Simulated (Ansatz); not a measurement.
# Se on Al(111): change of the work function

Wanted: Δφ(θ) for Se/Al(111), starting from the fcc site.

Main program and level: Ansatz 0.2.0; plane-wave DFT, PBE, Ansatz PAW.

Most raw output is cut from this account.

### 1. Set-up

The cell holds 4 atoms: 4 Al. Cell: a = 2.864 Å, b = 2.864 Å, c = 25.015 Å, α = 90.0°, β = 90.0°, γ = 60.0°. Vacuum lies along c.

### 2. The clean slab

The bare slab comes first, as the zero from which every change is counted. The two lowest layers are held at bulk places and the upper ones relax. The dipole correction removes the false field that a one-sided slab makes across the periodic vacuum, so each face gets a flat vacuum level of its own.

Input file input.yaml:

```yaml
crystal:
  lattice:
    - [2.8637824638, 0.0, 0.0]
    - [1.4318912319, 2.4801083646, 0.0]
    - [0.0, 0.0, 25.0148057707]
  atoms:
    - { symbol: Al, position: [0.0, 0.0, 0.3597869231] }
    - { symbol: Al, position: [0.3333333333, 0.3333333333, 0.4532623077] }
    - { symbol: Al, position: [0.6666666667, 0.6666666667, 0.5467376923] }
    - { symbol: Al, position: [0.0, 0.0, 0.6402130769] }
kpoints:
  mp_grid: { grid: [12, 12, 1] }
hamiltonian:
  xc: pbe
scf:
  occupations: { method: fermi_dirac, width: 0.1 }
  convergence: { dr2_threshold: 1.0e-08 }
efield:
  axis: 3
  dipole_correction: true
  ramp_position: 0.97
  ramp_width: 0.06
relax:
  f_tol: 0.02
  max_steps: 60
  constraints: [{ sites: [0, 1] }]
output:
  write_potential: true
  write_density: true
  volumetric_format: npy
```

Started as:

```console
$ ansatz run input.yaml --threads 2 --pin off --max-ram 3072MiB --backend cpu --events-out ev --progress --plain --runs-dir out
```

It took 8.6 s on 2 threads of Arm Neoverse N1, shared host; peak memory 0.41 GiB; 16 s of CPU time.

Relaxation path:

| step | energy less that of the first step (eV) | largest force component (eV/Å) |
| --- | --- | --- |
| 1 | 0.0000 | 0.1320 |
| 2 | -0.0031 | 0.0570 |
| 3 | -0.0034 | 0.0024 |

Forces are held to the 6 operations that the run works with; a distortion that breaks them can't arise in this run.

The atoms that moved most (Å):

| atom | dx | dy | dz | length |
| --- | --- | --- | --- | --- |
| Al4 | 0.000 | 0.000 | -0.057 | 0.057 |
| Al3 | 0.000 | 0.000 | -0.053 | 0.053 |

This step gave:

* energy at zero smearing: -2149.2508 eV
* work function, upper face: 4.021 eV
* dipole along the normal: -7.20e-5 e·Å

Running mean over 2.338 Å of the planar mean; the ramp of the sawtooth is left out. The electron's electrostatic potential energy less the Fermi level by z:

| z (Å) | electron's electrostatic potential energy less the Fermi level (eV) |
| --- | --- |
| 3.5 | 4.02 |
| 4.0 | 4.02 |
| 4.5 | 4.02 |
| 5.0 | 4.01 |
| 5.5 | 3.99 |
| 6.0 | 3.92 |
| 6.5 | 3.69 |
| 7.0 | 2.91 |
| 7.5 | 0.996 |
| 8.0 | -1.37 |
| 8.5 | -3.48 |
| 9.0 | -4.40 |
| 9.5 | -4.56 |
| 10.0 | -4.58 |
| 10.5 | -4.60 |
| 11.0 | -4.61 |
| 11.5 | -4.65 |
| 12.0 | -4.78 |
| 12.5 | -4.81 |
| 13.0 | -4.77 |
| 13.5 | -4.65 |
| 14.0 | -4.62 |
| 14.5 | -4.62 |
| 15.0 | -4.59 |
| 15.5 | -4.56 |
| 16.0 | -4.37 |
| 16.5 | -3.33 |
| 17.0 | -1.17 |
| 17.5 | 1.19 |
| 18.0 | 3.02 |
| 18.5 | 3.72 |
| 19.0 | 3.93 |
| 19.5 | 3.99 |
| 20.0 | 4.01 |
| 20.5 | 4.02 |
| 21.0 | 4.02 |
| 21.5 | 4.02 |

The relaxation took 3 steps and lowered the energy by 0.0034 eV; the largest force on the free atoms ends at 0.0024 eV/Å.

The work function of the upper face is 4.02 eV.

### 3. The covered slab, k-mesh 6×6×1, coverage 0.25 ML

System of this step: Se/Al(111). The cell holds 17 atoms: 16 Al and 1 Se. Cell: a = 5.728 Å, b = 5.728 Å, c = 26.809 Å, α = 90.0°, β = 90.0°, γ = 60.0°. Vacuum lies along c.

The clean slab as it ended is repeated in the plane and the adsorbate is set on one face; the cell's size fixes the coverage, and the k-mesh shrinks with it to keep the sampling density about even. Adsorbate and upper layers relax, since the dipole depends on the height.

Input file input.yaml:

```yaml
crystal:
  lattice:
    - [5.7275649276, 0.0, 0.0]
    - [2.8637824638, 4.9602167292, 0.0]
    - [0.0, 0.0, 26.8090152073]
  atoms:
    - { symbol: Al, position: [0.0, 0.0, 0.3357079673] }
    - { symbol: Al, position: [0.1666666667, 0.1666666667, 0.4229274556] }
    - { symbol: Al, position: [0.3333333333, 0.3333333333, 0.5081857574] }
    - { symbol: Al, position: [0.0, 0.0, 0.5952293325] }
    - { symbol: Al, position: [0.0, 0.5, 0.3357079673] }
    - { symbol: Al, position: [0.1666666667, 0.6666666667, 0.4229274556] }
    - { symbol: Al, position: [0.3333333333, 0.8333333333, 0.5081857574] }
    - { symbol: Al, position: [0.0, 0.5, 0.5952293325] }
    - { symbol: Al, position: [0.5, 0.0, 0.3357079673] }
    - { symbol: Al, position: [0.6666666667, 0.1666666667, 0.4229274556] }
    - { symbol: Al, position: [0.8333333333, 0.3333333333, 0.5081857574] }
    - { symbol: Al, position: [0.5, 0.0, 0.5952293325] }
    - { symbol: Al, position: [0.5, 0.5, 0.3357079673] }
    - { symbol: Al, position: [0.6666666667, 0.6666666667, 0.4229274556] }
    - { symbol: Al, position: [0.8333333333, 0.8333333333, 0.5081857574] }
    - { symbol: Al, position: [0.5, 0.5, 0.5952293325] }
    - { symbol: Se, position: [0.1666666667, 0.1666666667, 0.6642920327] }
kpoints:
  mp_grid: { grid: [6, 6, 1] }
hamiltonian:
  xc: pbe
scf:
  occupations: { method: fermi_dirac, width: 0.1 }
  convergence: { dr2_threshold: 1.0e-08 }
efield:
  axis: 3
  dipole_correction: true
  ramp_position: 0.97
  ramp_width: 0.06
relax:
  f_tol: 0.02
  max_steps: 60
  constraints: [{ sites: [0, 1, 4, 5, 8, 9, 12, 13] }]
output:
  dos: { projected: true, e_range: [-8, 4] }
  write_potential: true
  write_density: true
  volumetric_format: npy
  elf: true
```

Elapsed: 88 s, on 2 threads; peak memory 1 GiB; 2.6 min of CPU time.

The steps of the relaxation:

| step | energy less that of the first step (eV) | largest force component (eV/Å) |
| --- | --- | --- |
| 1 | 0.0000 | 0.6393 |
| 2 | -0.1254 | 0.2061 |
| 3 | -0.1334 | 0.0330 |
| 4 | -0.1335 | 0.0045 |

The run keeps the 6 symmetry operations that it works with, so distortions that break them were not tested.

The atoms that moved most (Å):

| atom | dx | dy | dz | length |
| --- | --- | --- | --- | --- |
| Al16 | 0.000 | 0.000 | -0.118 | 0.118 |
| Al4 | -0.068 | -0.039 | 0.037 | 0.087 |
| Al12 | 0.068 | -0.039 | 0.037 | 0.087 |
| Al8 | 0.000 | 0.078 | 0.037 | 0.087 |
| Al15 | 0.000 | 0.000 | -0.079 | 0.079 |
| Al3 | -0.020 | -0.012 | 0.040 | 0.046 |
| Al11 | 0.020 | -0.012 | 0.040 | 0.046 |
| Al7 | 0.000 | 0.024 | 0.040 | 0.046 |

Final coordinates:

```
Al Se
1.0
     5.72756    0.00000    0.00000
     2.86378    4.96022    0.00000
     0.00000    0.00000   26.80902
Al Se
16 1
Direct
  0.00000 0.00000 0.33571
  0.16667 0.16667 0.42293
  0.33096 0.33096 0.50966
  0.99209 0.99209 0.59662
  0.00000 0.50000 0.33571
  0.16667 0.66667 0.42293
  0.33096 0.83809 0.50966
  0.99209 0.51581 0.59662
  0.50000 0.00000 0.33571
  0.66667 0.16667 0.42293
  0.83809 0.33096 0.50966
  0.51581 0.99209 0.59662
  0.50000 0.50000 0.33571
  0.66667 0.66667 0.42293
  0.83333 0.83333 0.50524
  0.50000 0.50000 0.59082
  0.16667 0.16667 0.66384
```

Numbers from this step:

| Property | Result |
| --- | --- |
| energy at zero smearing | -14067.8185 eV |
| work function, upper face | 4.406 eV |
| work function, lower face | 4.029 eV |
| dipole along the normal | -0.05919 e·Å |
| step between the vacuum levels | 0.3770 eV |

Running mean over 2.338 Å of the planar mean; the ramp of the sawtooth is left out. The electron's electrostatic potential energy less the Fermi level by z:

| z (Å) | electron's electrostatic potential energy less the Fermi level (eV) |
| --- | --- |
| 3.5 | 4.03 |
| 4.0 | 4.03 |
| 4.5 | 4.03 |
| 5.0 | 4.02 |
| 5.5 | 4.00 |
| 6.0 | 3.93 |
| 6.5 | 3.70 |
| 7.0 | 2.94 |
| 7.5 | 1.02 |
| 8.0 | -1.35 |
| 8.5 | -3.46 |
| 9.0 | -4.38 |
| 9.5 | -4.53 |
| 10.0 | -4.56 |
| 10.5 | -4.58 |
| 11.0 | -4.59 |
| 11.5 | -4.63 |
| 12.0 | -4.74 |
| 12.5 | -4.76 |
| 13.0 | -4.73 |
| 13.5 | -4.63 |
| 14.0 | -4.63 |
| 14.5 | -4.65 |
| 15.0 | -4.66 |
| 15.5 | -4.68 |
| 16.0 | -4.71 |
| 16.5 | -4.20 |
| 17.0 | -2.60 |
| 17.5 | -0.623 |
| 18.0 | 1.22 |
| 18.5 | 2.34 |
| 19.0 | 3.19 |
| 19.5 | 3.89 |
| 20.0 | 4.28 |
| 20.5 | 4.38 |
| 21.0 | 4.40 |
| 21.5 | 4.40 |
| 22.0 | 4.41 |
| 22.5 | 4.41 |
| 23.0 | 4.41 |
| 23.5 | 4.41 |

The density of states has structure finer than the step of the table below, so its rows give means over 0.5 eV, whole bins alone (the curve runs from -8 to 1.98 eV). Peaks (eV: height): -4.93: 24.6, -3.70: 16.8, -3.16: 15.1, -3.07: 19.9, -2.86: 52.8, -2.74: 16.0, 1.35: 15.3.

Table of density of states by energy, zero at the Fermi level; means over each step:

| energy (eV) | density of states (states/eV a cell) |
| --- | --- |
| -7.5 | 4.55 |
| -7.0 | 2.87 |
| -6.5 | 5.02 |
| -6.0 | 4.26 |
| -5.5 | 4.75 |
| -5.0 | 7.70 |
| -4.5 | 4.44 |
| -4.0 | 5.98 |
| -3.5 | 5.96 |
| -3.0 | 10.6 |
| -2.5 | 6.18 |
| -2.0 | 7.68 |
| -1.5 | 5.14 |
| -1.0 | 7.33 |
| -0.5 | 6.74 |
| 0.0 | 7.23 |
| 0.5 | 6.59 |
| 1.0 | 7.64 |
| 1.5 | 7.57 |

Projected DOS per atom over height of the atomic layer and energy from the Fermi level. Layers: Al4 Al4 Al4 Al4 Se from below.

Ten even steps from '0' (0.10 states/eV) to '9' (1.46 states/eV), each cell a mean:
```
21110
22221
22220
32121
22211
21111
22222
11112
21124
11114
22216
11118
11116
11129
01103
21126
11012
01111
11110
00000
01100
11110
```
Columns: height of the atomic layer (Å) from 9 to 17.8 (not evenly spaced); rows upwards: energy from the Fermi level (eV) from -7.96 to 1.95.

Electrostatic potential energy in the ca plane at fractional y = 0.167, with atoms of Al and Se within 0.2 Å of it. With pseudopotentials it is smooth inside the atoms' cores, unlike the true potential.

Values in eV, 8 rows by 16 columns, each cell a mean:
```
-11   0  -1   0  -8  -8  -3 -10   0   2   4   5   5   5   5   5
 -4  -2 -12  -6  -3  -3  -1  -4   2   4   5   5   5   5   5   5
  1  -4 -10 -10   1   2   2   1   3   4   5   5   5   5   5   5
 -4  -2 -13  -6  -2  -2   0  -4   2   4   5   5   5   5   5   5
-11   0  -2   0  -8  -8  -3 -10   0   3   4   5   5   5   5   5
 -4  -2 -12  -6  -3  -3   0  -3  -9 -11   3   5   5   5   5   5
  1  -5 -10 -10   1   1   2   0 -12 -12   0   5   5   5   5   5
 -4  -2 -13  -6  -3  -2   0  -3 -10 -12   3   5   5   5   5   5
```
Columns run along c (16.0 Å, from fractional 0.33 to 0.93 of the cell; values clipped at the 3rd and 97th percentile), rows up along a (5.7 Å). Atoms in or near the plane, at fractional coordinates: Al at (0.42, 0.17), Al at (0.42, 0.67), Se at (0.66, 0.17).

Valence density in the ca plane at fractional y = 0.167, with atoms of Al and Se within 0.2 Å of it. It is the smooth field of the valence electrons, not physical close to the nuclei.

Ten steps, logarithmic in the rise over the least value, from '0' (0 e/Å³) to '9' (27 e/Å³), each cell a mean:
```
11111111111111111111111111100000000000000000
11111111111111111111110000000000000000000000
11111111111111111111110000000000000000000000
11111100011111100011110000000000000000000000
11111100011111000001100000000000000000000000
11111100011111100011110000000000000000000000
11111110111111110011110000000000000000000000
11111111111111111111110000000000000000000000
11111111111111111111111110000000000000000000
11111111111111111111111122100000000000000000
11111110111111110001112344310000000000000000
11111100011111100000112588521000000000000000
11111100011111100000112699621000000000000000
11111100011111110000112467421000000000000000
11111111111111111111111233210000000000000000
```
Columns run along c (16.0 Å, from fractional 0.33 to 0.93 of the cell), rows up along a (5.7 Å). Atoms in or near the plane, at fractional coordinates: Al at (0.42, 0.17), Al at (0.42, 0.67), Se at (0.66, 0.17).

ELF in the ca plane at fractional y = 0.167, with atoms of Al and Se within 0.2 Å of it. It is the smooth field of the valence electrons, not physical close to the nuclei.

Ten even steps from '0' (0.00) to '9' (0.85), each cell a mean:
```
76555677655655677775456788876310000000000000
76555667655665677776544445443100000000000000
87666665666676655567764211110000000000000000
77667511267776543358886310000000000000000000
66567312057766532247886310000000000000000000
76667401157766532357886310000000000000000000
87666643466677654468875210000000000000000000
86656666666666666677654322221100000000000000
76555666655655677776455667664210000000000000
87655676666666666665467889987421000000000000
87666643466777655544468888998631000000000000
76666401157776543333467744899741000000000000
76566312047776543222467623899742000000000000
77666511257777654433468867999741000000000000
87656765666676666654468899998531000000000000
```
Columns run along c (16.0 Å, from fractional 0.33 to 0.93 of the cell), rows up along a (5.7 Å). Atoms in or near the plane, at fractional coordinates: Al at (0.42, 0.17), Al at (0.42, 0.67), Se at (0.66, 0.17).

The relaxation took 4 steps and lowered the energy by 0.13 eV; the largest force on the free atoms ends at 0.0045 eV/Å.

By hand: a sheet of dipoles makes a step −p/(ε₀A) in the electron's potential. With e/ε₀ = 180.95 V·Å, p = -0.05919 e·Å and A = 28.41 Å², that is −180.95 × (-0.05919) / 28.41 = +0.377 eV, and the two vacuum levels of the run differ by +0.377 eV.

The covered face has 4.41 eV, +0.39 eV against the clean one; the bare back face has moved by +0.01 eV, a measure of how thin the slab is.

### 4. The covered slab, k-mesh 12×12×1, coverage 1 ML

System of this step: Se/Al(111). The cell holds 5 atoms: 4 Al and 1 Se. Its edges and angles: a = 2.864 Å, b = 2.864 Å, c = 26.809 Å, α = 90.0°, β = 90.0°, γ = 60.0°. Vacuum lies along c.

Another coverage, to see how the dipoles act on each other as their distance changes.

input.yaml, the sections that differ from step 3:

```yaml
crystal:
  lattice:
    - [2.8637824638, 0.0, 0.0]
    - [1.4318912319, 2.4801083646, 0.0]
    - [0.0, 0.0, 26.8090152073]
  atoms:
    - { symbol: Al, position: [0.0, 0.0, 0.3357079673] }
    - { symbol: Al, position: [0.3333333333, 0.3333333333, 0.4229274556] }
    - { symbol: Al, position: [0.6666666667, 0.6666666667, 0.5081857574] }
    - { symbol: Al, position: [0.0, 0.0, 0.5952293325] }
    - { symbol: Se, position: [0.3333333333, 0.3333333333, 0.6642920327] }
kpoints:
  mp_grid: { grid: [12, 12, 1] }
relax:
  f_tol: 0.02
  max_steps: 60
  constraints: [{ sites: [0, 1] }]
output:
  write_potential: true
  write_density: true
  volumetric_format: npy
# hamiltonian, scf, efield: as in step 3
```

Elapsed: 27 s, on 2 threads; peak memory 0.45 GiB.

The steps of the relaxation:

| step | energy less that of the first step (eV) | largest force component (eV/Å) |
| --- | --- | --- |
| 1 | 0.0000 | 1.2643 |
| 2 | -0.0867 | 0.6244 |
| 3 | -0.1508 | 0.2427 |
| 4 | -0.1710 | 0.0355 |
| 5 | -0.1720 | 0.0109 |

The run keeps the 6 symmetry operations that it works with, so distortions that break them were not tested.

The atoms that moved most (Å):

| atom | dx | dy | dz | length |
| --- | --- | --- | --- | --- |
| Se5 | 0.000 | 0.000 | 0.462 | 0.462 |
| Al3 | 0.000 | 0.000 | 0.059 | 0.059 |
| Al4 | 0.000 | 0.000 | 0.047 | 0.047 |

Numbers from this step:

```yaml
energy_at_zero_smearing: -7618.2402 eV
work_function_upper_face: 4.497 eV
work_function_lower_face: 4.142 eV
dipole_along_the_normal: -0.01394 e·Å
step_between_the_vacuum_levels: 0.3551 eV
```

(Continued in part 2 of 2.)

[Logs are printed without paths, hosts, clocks, repeated set-up lines and the standing remarks that a program may print on its own settings, such as how far it seeks lower states.]

[Hosts, paths, dates, database ids (printed as entryN), source tags and the programs' standing remarks are cut or masked in the printed files.]

[Maps of the electrostatic potential energy from Ansatz leave out the sawtooth potential of an applied field or a dipole correction, so their vacuum need not be flat; planar profiles and work functions include it.]

[The density of states shown here was stored with 400 of the rows of the run's finer table, so its peaks can read low, often by over a quarter, or be missed, and its means over a window can be off by a tenth or more.]
